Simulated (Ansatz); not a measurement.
# Tunnelling from Li(110) to Li(110): the current at the widest gap

Three vacuum gaps between Li(110) and Li(110) are known. What current density flows at 0.25 V across 6.5 Å?

Set-up. Ansatz 0.2.0, plane waves with PAW datasets, r2SCAN; a slab with two metal leads whose outer parts are reservoirs, with density and current solved under bias (Landauer, 300 K). The gap is counted from plane to plane of nuclei, and atoms stay on ideal sites.

The runs, with one result withheld:

| gap (Å) | drop between the leads' cuts at 0.25 V (V) | current density at 0.25 V (A/m²) |
| --- | --- | --- |
| 3.5 | 0.0985 | 1.42×10¹⁴ |
| 4.5 | 0.177 | 7.77×10¹³ |
| 5.5 | 0.216 | 3.66×10¹³ |
| 6.5 | 0.235 | ? |

**Fit on the rows shown.**

Tunnelling falls as exp(−βd). From 3.5 to 4.5 Å, β = ln(1.42×10¹⁴/7.77×10¹³)/1 = 0.603 Å⁻¹, and from 4.5 to 5.5 Å it is 0.752 Å⁻¹; the slope still steepens as the gap leaves contact, so the wider pair is taken. Then 3.66×10¹³ × exp(−0.752 × 1). Predicted: 1.73×10¹³ A/m².

What the run gave:

1.46×10¹³ A/m², so the prediction is 18 % too high. The last step has β = 0.918 Å⁻¹, an apparent barrier ħ²β²/8m of 0.80 eV: the decay of this current is still steepening. The conductances at 0 V give β = 0.753 and 0.936 Å⁻¹ for the last two steps.

Caveats: On every other k-point the currents of these runs, at any bias, move by up to 4.4 %. A semilocal functional lacks the image potential's tail.
